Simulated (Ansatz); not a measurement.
**RbVS3 in I4/mcm, a phase reached by a soft mode: a soft mode frozen in**

Wanted: the energy along a soft mode of RbVS3 in I4/mcm, a phase reached by a soft mode and the structure at the end.

Method: DFT PBEsol, scalar-relativistic, plane waves, PAW; PAW set soft_1, in Ansatz 0.2.0.

Report form: the programs' logs are mostly left out.

The structure was built from a prototype and need not be the compound's stable phase.

## Step 1: Set-up

The structure is tetragonal, space group I4/mcm (No. 140). The conventional cell has a = 6.595 Å, b = 6.595 Å, c = 9.276 Å, α = 90.00°, β = 90.00°, γ = 90.00°. Nearest to Rb lie 12 S at 3.29 to 3.30 Å. V has 6 S at 2.24 to 2.42 Å nearest. Nearest to S lie 2 V at 2.32 Å and 4 Rb at 3.30 Å. Nearest to S lie 2 V at 2.24 to 2.42 Å and 4 Rb at 3.29 Å. Farther neighbours and most contacts between anions are not listed.

## Step 2: Modes at Γ

This phase was reached earlier by freezing in an unstable mode of a structure of higher symmetry and relaxing. Its zone-centre modes can show that it is still unstable.

input.yaml

```yaml
crystal:
  lattice:
    - [-3.2974602765, 3.2974602765, 4.637940288]
    - [3.2974602765, -3.2974602765, 4.637940288]
    - [3.2974602765, 3.2974602765, -4.637940288]
  atoms:
    - { symbol: Rb, position: [0.75, 0.75, 0.0] }
    - { symbol: Rb, position: [0.25, 0.25, 0.0] }
    - { symbol: V, position: [0.0, 0.5, 0.5] }
    - { symbol: V, position: [0.5, 0.0, 0.5] }
    - { symbol: S, position: [0.75, 0.25, 0.5] }
    - { symbol: S, position: [0.25, 0.75, 0.5] }
    - { symbol: S, position: [0.7401579502, 0.2401579502, 0.9803159004] }
    - { symbol: S, position: [0.2598420498, 0.7598420498, 0.0196840996] }
    - { symbol: S, position: [0.2401579502, 0.2598420498, 0.5] }
    - { symbol: S, position: [0.7598420498, 0.7401579502, 0.5] }
kpoints:
  mp_grid: { grid: [8, 8, 8] }
hamiltonian:
  xc: pbesol
  pseudopotentials: { kind: paw, azcp: { folder: soft_1 }, xc_functional: pbe }
scf:
  occupations: { method: methfessel_paxton, width: 0.2 }
output:
  eigenvalues: true
phonons:
  method: dfpt
```

On the command line:

```
ansatz run input.yaml --threads 4 --pin off --max-ram 16384MiB --backend cpu --events-out ev --progress --plain --runs-dir out
```

It took 13 min on 4 threads of Arm Neoverse V1, shared host; peak memory 7.5 GiB; 52 min of CPU time.

This step gave:

| Quantity | Value |
| --- | --- |
| volume per atom | 20.17 Å³ |
| gap on the k-mesh | 0 eV |
| sum-rule residual before enforcement | 1.21e-4 eV/Å² |
| point group | 4/mmm |
| highest optical mode at the zone centre (no LO-TO term) | 421.2 cm⁻¹ |
| lowest optical zone-centre mode | -71.34 cm⁻¹ |

Patterns of degenerate modes are one choice out of their space. Modes at Γ, with each element's share of the kinetic energy (negative means imaginary):

| mode | frequency (cm⁻¹) | symmetry | Rb % | V % | S % |
| --- | --- | --- | --- | --- | --- |
| 1 | -71.3 | Eu | 3 | 79 | 18 |
| 2 | -71.3 | Eu | 3 | 79 | 18 |
| 3 | -66.3 | A2u | 5 | 75 | 20 |
| 4 | 0.0 | acoustic | 37 | 22 | 41 |
| 5 | 0.0 | acoustic | 37 | 22 | 41 |
| 6 | 0.0 | acoustic | 37 | 22 | 41 |
| 7 | 88.3 | Eg | 95 | 0 | 5 |
| 8 | 88.3 | Eg | 95 | 0 | 5 |
| 9 | 88.9 | A2g | 96 | 0 | 4 |
| 10 | 104.6 | Eg | 1 | 0 | 99 |
| 11 | 104.6 | Eg | 1 | 0 | 99 |
| 12 | 110.1 | B1g | 0 | 0 | 100 |
| 13 | 117.8 | Eu | 58 | 11 | 31 |
| 14 | 117.8 | Eu | 58 | 11 | 31 |
| 15 | 121.9 | B2g | 0 | 0 | 100 |
| 16 | 125.6 | A2u | 58 | 1 | 41 |
| 17 | 156.0 | B1u | 0 | 1 | 99 |
| 18 | 159.6 | Eu | 0 | 0 | 99 |
| 19 | 159.6 | Eu | 0 | 0 | 99 |
| 20 | 194.1 | Eu | 2 | 60 | 37 |
| 21 | 194.1 | Eu | 2 | 60 | 37 |
| 22 | 204.3 | B1u | 0 | 99 | 1 |
| 23 | 239.0 | A2g | 4 | 0 | 96 |
| 24 | 243.8 | Eg | 4 | 0 | 96 |
| 25 | 243.8 | Eg | 4 | 0 | 96 |
| 26 | 248.5 | A1g | 0 | 0 | 100 |
| 27 | 301.2 | A2u | 0 | 2 | 98 |
| 28 | 332.2 | Eu | 0 | 27 | 73 |
| 29 | 332.2 | Eu | 0 | 27 | 73 |
| 30 | 421.2 | B2g | 0 | 0 | 100 |

Displacements in mode 2 (-71.3 cm⁻¹), the largest set to 1:
```
Rb1  0.00 -0.16  0.00
Rb2  0.00 -0.16  0.00
V3   0.54  1.00  0.00
V4  -0.54  1.00  0.00
S5   0.00 -0.50  0.00
S6   0.00 -0.50  0.00
S7  -0.01 -0.33  0.00
S8  -0.01 -0.33  0.00
S9   0.01 -0.33  0.00
S10  0.01 -0.33  0.00
```

Displacements in mode 29 (332.2 cm⁻¹), the largest set to 1:
```
Rb1  0.03  0.01  0.00
Rb2  0.03  0.01  0.00
V3  -0.05  0.51  0.00
V4  -0.53 -0.73  0.00
S5  -0.46 -0.18  0.00
S6  -0.46 -0.18  0.00
S7   0.74  1.00  0.00
S8   0.74  1.00  0.00
S9   0.09 -0.68  0.00
S10  0.09 -0.68  0.00
```

Before it was imposed, the acoustic sum rule was missed by 1.2e-4 eV/Å². Small misses are needed for a sound result but don't prove that mesh and cutoff are converged. The lowest optical mode is imaginary, 71.3i cm⁻¹, so the energy falls along it.

## Step 3: The mode frozen in, largest atomic shift 0 Å

The mode followed lies at Γ with frequency 71.3i cm⁻¹ and is 2-fold degenerate, the softest among the wavevectors solved. At small amplitude the distorted cell has space group no. 42 by a symmetry search on the positions. The undistorted cell that holds it gives the zero of energy on the same k mesh.

input.yaml, as its differences from that of step 2:

```diff
@@ -24,4 +24,4 @@
 output:
+  forces: true
+  stress: true
   eigenvalues: true
-phonons:
-  method: dfpt
```

The job ended after 9.1 s (4 threads; peak memory 0.77 GiB; 35 s of CPU time).

Numbers from this step:

| Item | Value |
| --- | --- |
| pressure | 7.45e-4 GPa |
| energy from the undistorted cell | 0 meV/atom |

The run ends at a pressure of 0.00 GPa.

## Step 4: The mode frozen in, largest atomic shift 0.08 Å

The atoms are moved along the unstable eigenvector, the largest shift by 0.08 Å, with the cell fixed.

input.yaml, the sections that differ from step 3:

```yaml
crystal:
  lattice:
    - [-3.2974602765, 3.2974602765, 4.637940288]
    - [3.2974602765, -3.2974602765, 4.637940288]
    - [3.2974602765, 3.2974602765, -4.637940288]
  atoms:
    - { symbol: Rb, position: [0.7490938344, 0.7509061656, 0.0] }
    - { symbol: Rb, position: [0.2490938344, 0.2509061656, 0.0] }
    - { symbol: V, position: [0.0025676095, 0.4974323905, 0.5] }
    - { symbol: V, position: [0.5085775927, -0.0085775927, 0.5] }
    - { symbol: S, position: [0.7471886943, 0.2528113057, 0.5] }
    - { symbol: S, position: [0.2471886943, 0.7528113057, 0.5] }
    - { symbol: S, position: [0.7384003088, 0.2419155916, 0.9803159004] }
    - { symbol: S, position: [0.2580844084, 0.7615996912, 0.0196840996] }
    - { symbol: S, position: [0.2382880739, 0.2617119261, 0.5] }
    - { symbol: S, position: [0.7579721735, 0.7420278265, 0.5] }
# kpoints, hamiltonian, scf, output: as in step 3
```

Wall time 23 s (4 threads); peak memory 0.88 GiB.

Numbers from this step:

| Item | Value |
| --- | --- |
| pressure | 0.1407 GPa |
| energy from the undistorted cell | -0.298 meV/atom |

The energy, extrapolated to zero smearing, is -0.30 meV/atom against the undistorted cell.

The run ends at a pressure of 0.14 GPa, with forces up to 0.033 eV/Å.

## Step 5: Energy along the mode, all amplitudes (two of the runs are shown above)

An imaginary frequency means negative curvature, so the energy should fall and then rise again as anharmonic terms take over.

This step gave:

- depth at the lowest point sampled: 0.298 meV/atom
- largest atomic shift at that point: 0.08 Å

The energy from the parent by largest atomic shift:

| largest atomic shift (Å) | energy from the parent (meV/atom) |
| --- | --- |
| 0.000 | 0 |
| 0.040 | -0.1 |
| 0.080 | -0.298 |
| 0.140 | -0.275 |
| 0.220 | 1.26 |
| 0.320 | 8.54 |

Displacement at unit largest shift by atom:

| atom | x (Å) | y (Å) | z (Å) | size |
| --- | --- | --- | --- | --- |
| Rb1 | 0.075 | -0.075 | 0.000 | 0.106 |
| Rb2 | 0.075 | -0.075 | 0.000 | 0.106 |
| V3 | -0.212 | 0.212 | 0.000 | 0.300 |
| V4 | -0.707 | 0.707 | 0.000 | 1.000 |
| S5 | 0.232 | -0.232 | 0.000 | 0.328 |
| S6 | 0.232 | -0.232 | 0.000 | 0.328 |
| S7 | 0.145 | -0.145 | 0.000 | 0.205 |
| S8 | 0.145 | -0.145 | 0.000 | 0.205 |
| S9 | 0.154 | -0.154 | 0.000 | 0.218 |
| S10 | 0.154 | -0.154 | 0.000 | 0.218 |

The lowest of the steps tried is at 0.08 Å, 0.298 meV/atom below the parent; the bottom of the well need not coincide with a step.

## Step 6: Relaxation from the frozen mode

Starting from the lowest point found, all atoms and the cell are let go, so that strain and other modes of the same symmetry can join in.

input.yaml, as its differences from that of step 4:

```diff
@@ -27 +27,6 @@
   eigenvalues: true
+relax:
+  adjacent_minimum: "off"
+  f_tol: 0.002
+  max_steps: 120
+  cell: { stress_tol: 0.03 }
```

It took 13 min on 4 threads; peak memory 0.96 GiB.

Relaxation path (22 of 30):

| step | energy less that of the first step (eV) | largest force component (eV/Å) | pressure (GPa) | volume (Å³) |
| --- | --- | --- | --- | --- |
| 1 | 0.0000 | 0.0232 | 0.14 | 201.72 |
| 2 | -0.0010 | 0.0334 | 0.03 | 202.04 |
| 4 | -0.0038 | 0.0656 | 0.02 | 202.47 |
| 5 | -0.0536 | 0.5127 | 1.32 | 203.44 |
| 7 | -0.2191 | 0.9671 | -0.40 | 215.12 |
| 8 | -0.2347 | 0.8502 | -1.33 | 213.64 |
| 9 | -0.3475 | 0.4222 | -0.62 | 214.21 |
| 11 | -0.4851 | 0.2190 | -0.33 | 220.48 |
| 12 | -0.4897 | 0.0369 | -0.03 | 221.27 |
| 13 | -0.4910 | 0.0145 | 0.07 | 220.45 |
| 15 | -0.4891 | 0.0219 | 0.06 | 219.91 |
| 16 | -0.4911 | 0.0121 | -0.02 | 220.61 |
| 18 | -0.4912 | 0.0145 | -0.02 | 220.67 |
| 19 | -0.4912 | 0.0010 | 0.00 | 220.68 |
| 20* | -0.5210 | 0.0048 | 0.18 | 220.68 |
| 22 | -0.5265 | 0.0293 | 0.07 | 223.85 |
| 23 | -0.5267 | 0.0157 | -0.02 | 224.56 |
| 24 | -0.5259 | 0.0249 | 0.04 | 223.95 |
| 26 | -0.5268 | 0.0050 | 0.00 | 224.33 |
| 27 | -0.5268 | 0.0027 | 0.00 | 224.33 |
| 29 | -0.5268 | 0.0015 | 0.00 | 224.36 |
| 30* | -0.5278 | 0.0014 | 0.00 | 224.36 |

Relaxation steps marked * repeat the geometry before them on a plane-wave basis chosen anew for their cell, so energy and pressure can jump there. Other such steps can lie between the rows shown. Relaxation steps 15, 16, 18, 24 were tried and not accepted.

The run keeps the 4 symmetry operations that it works with, so distortions that break them were not tested.

| cell as run | before | after | change |
| --- | --- | --- | --- |
| a (Å) | 6.577 | 7.151 | +8.7 % |
| b (Å) | 6.577 | 7.151 | +8.7 % |
| c (Å) | 6.577 | 6.349 | -3.5 % |
| α (°) | 119.82 | 116.36 | -2.9 % |
| β (°) | 119.82 | 116.36 | -2.9 % |
| γ (°) | 90.31 | 102.22 | +13.2 % |
| volume (Å³/atom) | 20.17 | 22.44 | +11.2 % |

The atoms that moved most (Å, as changes of fractional coordinates times the final cell):

| atom | dx | dy | dz | length |
| --- | --- | --- | --- | --- |
| V3 | -0.293 | 0.293 | 0.000 | 0.414 |
| S10 | 0.256 | -0.256 | 0.000 | 0.362 |
| V4 | -0.245 | 0.245 | 0.000 | 0.347 |
| S9 | 0.101 | -0.101 | 0.000 | 0.143 |
| S8 | 0.040 | -0.101 | 0.000 | 0.108 |
| S7 | 0.101 | -0.040 | 0.000 | 0.108 |
| S6 | 0.062 | -0.062 | -0.045 | 0.098 |
| S5 | 0.062 | -0.062 | 0.045 | 0.098 |

Numbers from this step:

- pressure: 0.002384 GPa
- volume per atom: 22.44 Å³

The distorted start has space group Fmm2; the relaxation ends in I4cm.

## Step 7: The new phase in its own primitive cell

The relaxed structure is symmetrised, reduced to its primitive cell and relaxed tightly, as its phonons need.

input.yaml, the sections that differ from step 6:

```yaml
crystal:
  lattice:
    - [-3.1744758154, 3.1744758154, 5.5660072306]
    - [3.1744758154, -3.1744758154, 5.5660072306]
    - [3.1744758154, 3.1744758154, -5.5660072306]
  atoms:
    - { symbol: Rb, position: [0.7543838961, 0.7543838961, 0.0] }
    - { symbol: Rb, position: [0.2543838961, 0.2543838961, 0.0] }
    - { symbol: V, position: [0.0397304467, 0.5397304467, 0.5] }
    - { symbol: V, position: [0.5397304467, 0.0397304467, 0.5] }
    - { symbol: S, position: [0.7443899208, 0.2443899208, 0.0100555014] }
    - { symbol: S, position: [0.2343344194, 0.7343344194, 0.9899444986] }
    - { symbol: S, position: [0.7343344194, 0.7443899208, 0.5] }
    - { symbol: S, position: [0.2443899208, 0.2343344194, 0.5] }
    - { symbol: S, position: [0.2254225211, 0.7254225211, 0.5] }
    - { symbol: S, position: [0.7254225211, 0.2254225211, 0.5] }
relax:
  adjacent_minimum: "off"
  f_tol: 0.001
  max_steps: 60
  cell: { stress_tol: 0.01 }
# kpoints, hamiltonian, scf, output: as in step 6
```

Run time: 91 s. Hardware: 4 threads; peak memory 0.8 GiB; 6 min of CPU time.

Little changed from the start: no atom moved by 0.005 Å and no cell edge by 0.1 %.

Numbers from this step:

```yaml
pressure: -0.001904 GPa
volume_per_atom: 22.45 Å³
```

The largest force component left is 0.84 meV/Å and the pressure is -0.002 GPa, within the tolerances set. The cell now holds 22.45 Å³/atom.

## Step 8: Modes of the new phase

A relaxed structure may still be a saddle point, so its zone-centre modes are computed. No field response is asked, since the mesh shows no gap.

input.yaml

```yaml
crystal:
  lattice:
    - [-3.1741991393, 3.1741991393, 5.5701598609]
    - [3.1741991393, -3.1741991393, 5.5701598609]
    - [3.1741991393, 3.1741991393, -5.5701598609]
  atoms:
    - { symbol: Rb, position: [0.7545058015, 0.7545058015, 0.0] }
    - { symbol: Rb, position: [0.2545058015, 0.2545058015, 0.0] }
    - { symbol: V, position: [0.0397422228, 0.5397422228, 0.5] }
    - { symbol: V, position: [0.5397422228, 0.0397422228, 0.5] }
    - { symbol: S, position: [0.7443811939, 0.2443811939, 0.0100414804] }
    - { symbol: S, position: [0.2343397136, 0.7343397136, 0.9899585196] }
    - { symbol: S, position: [0.7343397136, 0.7443811939, 0.5] }
    - { symbol: S, position: [0.2443811939, 0.2343397136, 0.5] }
    - { symbol: S, position: [0.2252922722, 0.7252922722, 0.5] }
    - { symbol: S, position: [0.7252922722, 0.2252922722, 0.5] }
kpoints:
  mp_grid: { grid: [8, 8, 8] }
hamiltonian:
  xc: pbesol
  pseudopotentials: { kind: paw, azcp: { folder: soft_1 }, xc_functional: pbe }
scf:
  occupations: { method: methfessel_paxton, width: 0.2 }
output:
  eigenvalues: true
phonons:
  method: dfpt
```

Wall time 16 min (4 threads); peak memory 8.2 GiB.

Numbers from this step:

| Quantity | Value |
| --- | --- |
| sum-rule residual before enforcement | 4.12e-5 eV/Å² |
| point group | 4mm |
| highest optical mode at the zone centre (no LO-TO term) | 521.2 cm⁻¹ |
| lowest optical zone-centre mode | -62.94 cm⁻¹ |

Patterns of degenerate modes are one choice out of their space. The modes at Γ (shares of kinetic energy by element, %) (negative means imaginary):

| mode | frequency (cm⁻¹) | symmetry | Rb % | V % | S % |
| --- | --- | --- | --- | --- | --- |
| 1 | -62.9 | B1 | 0 | 0 | 100 |
| 2 | -46.0 | E | 4 | 27 | 68 |
| 3 | -46.0 | E | 4 | 27 | 68 |
| 4 | 0.0 | acoustic | 37 | 22 | 41 |
| 5 | 0.0 | acoustic | 37 | 22 | 41 |
| 6 | 0.0 | acoustic | 37 | 22 | 41 |
| 7 | 46.6 | E | 56 | 1 | 43 |
| 8 | 46.6 | E | 56 | 1 | 43 |
| 9 | 52.6 | A2 | 100 | 0 | 0 |
| 10 | 69.2 | A1 | 63 | 14 | 23 |
| 11 | 98.8 | E | 52 | 35 | 14 |
| 12 | 98.8 | E | 52 | 35 | 14 |
| 13 | 113.8 | B2 | 0 | 23 | 77 |
| 14 | 118.7 | E | 26 | 0 | 74 |
| 15 | 118.7 | E | 26 | 0 | 74 |
| 16 | 131.4 | B2 | 0 | 28 | 72 |
| 17 | 144.3 | A1 | 0 | 5 | 95 |
| 18 | 187.1 | E | 13 | 20 | 67 |
| 19 | 187.1 | E | 13 | 20 | 67 |
| 20 | 194.8 | E | 11 | 7 | 82 |
| 21 | 194.8 | E | 11 | 7 | 82 |
| 22 | 201.7 | A2 | 0 | 0 | 100 |
| 23 | 214.6 | A1 | 0 | 22 | 78 |
| 24 | 238.6 | E | 1 | 61 | 38 |
| 25 | 238.6 | E | 1 | 61 | 38 |
| 26 | 322.2 | E | 0 | 27 | 73 |
| 27 | 322.2 | E | 0 | 27 | 73 |
| 28 | 398.6 | B2 | 0 | 3 | 97 |
| 29 | 503.3 | A1 | 0 | 37 | 63 |
| 30 | 521.2 | B2 | 0 | 46 | 54 |

Displacements in mode 1 (-62.9 cm⁻¹), the largest set to 1:
```
Rb1  0.00  0.00  0.00
Rb2  0.00  0.00  0.00
V3   0.00  0.00  0.00
V4   0.00  0.00  0.00
S5   1.00 -1.00  0.00
S6  -1.00  1.00  0.00
S7   1.00  1.00  0.00
S8  -1.00 -1.00  0.00
S9   0.00  0.00  0.00
S10  0.00  0.00  0.00
```

Displacements in mode 29 (503.3 cm⁻¹), the largest set to 1:
```
Rb1  0.00  0.00  0.01
Rb2  0.00  0.00  0.01
V3   0.00  0.00 -0.61
V4   0.00  0.00 -0.61
S5   0.02  0.02 -0.02
S6  -0.02 -0.02 -0.02
S7   0.02 -0.02 -0.02
S8  -0.02  0.02 -0.02
S9   0.00  0.00  1.00
S10  0.00  0.00  1.00
```

Before it was imposed, the acoustic sum rule was missed by 4.1e-5 eV/Å². Small misses are needed for a sound result but don't prove that mesh and cutoff are converged. The lowest optical mode is imaginary, 62.9i cm⁻¹, so the energy falls along it.

## Step 9: The phases reached

The phases reached along the modes that were followed are set side by side.

Energies are those of the first relaxation, on the mesh of the frozen mode; space group, volume and gap are those of the last relaxation. Phases, by row:

| mode frozen in | space group | energy from parent (meV/atom) | volume (Å³/atom) | gap on mesh (eV) | lowest zone-centre optical mode (cm⁻¹) | largest shift (Å) |
| --- | --- | --- | --- | --- | --- | --- |
| parent | I4/mcm | 0 | 20.17 | 0 | – | – |
| q = (0, 0, 0), 71i cm⁻¹ | Amm2 | -115.5 | 25.07 | 0.749 | 67.2 | 0.86 |
| q = (0, 0, 0), 71i cm⁻¹ | I4cm | -52.95 | 22.45 | 0 | -62.9 | 0.446 |

## Step 10: What came out

| Quantity | Value |
| --- | --- |
| unstable mode of the parent | q = (0, 0, 0), 71i cm⁻¹ |
| depth at the lowest point sampled | 0.298 meV/atom |
| largest atomic shift at that point | 0.08 Å |
| space group reached (within 0.01 Å) | I4cm |
| energy gained over the parent (first relaxation, on the mesh of the frozen mode) | 53.0 meV/atom |
| volume per atom, phase reached | 22.4 Å³ |
| lowest optical zone-centre mode, phase reached | -62.9 cm⁻¹ |
| highest optical mode at the zone centre (no LO-TO term), phase reached | 521 cm⁻¹ |

What this shows: Along this mode the structure falls into I4cm, 53.0 meV/atom below the parent. At the parent's cell the well is 0.298 meV/atom deep on the steps tried, with its lowest point at a shift of 0.08 Å. Relaxing atoms and cell changes the gain by +52.66 meV/atom against the lowest step (energies at zero smearing). Most of the total comes from this relaxation. The new phase still has an imaginary mode at the zone centre of its cell, so it is a saddle point on the way to a lower structure. How so shallow a well moves with the k mesh was not tested. Of the 2 patterns followed to their end from this parent, this one ends 62.5 meV/atom above the lowest, Amm2. Each path keeps the symmetry of its pattern, so a lower phase may lie along a pattern not tried. With no gap, or one that is small against the smearing, the frequencies hang on the k mesh and the smearing, most of all near Kohn anomalies. The phonon runs are without spin polarisation, although V often carries a moment. The PAW files were made for PBE and serve the other functionals too. The starting cell was built on a prototype and not taken from a measurement, so the phase need not exist.

[Logs are printed without paths, hosts, clocks, repeated set-up lines and the standing remarks that a program may print on its own settings, such as how far it seeks lower states.]

[Hosts, paths, dates, database ids (printed as entryN), source tags and the programs' standing remarks are cut or masked in the printed files.]
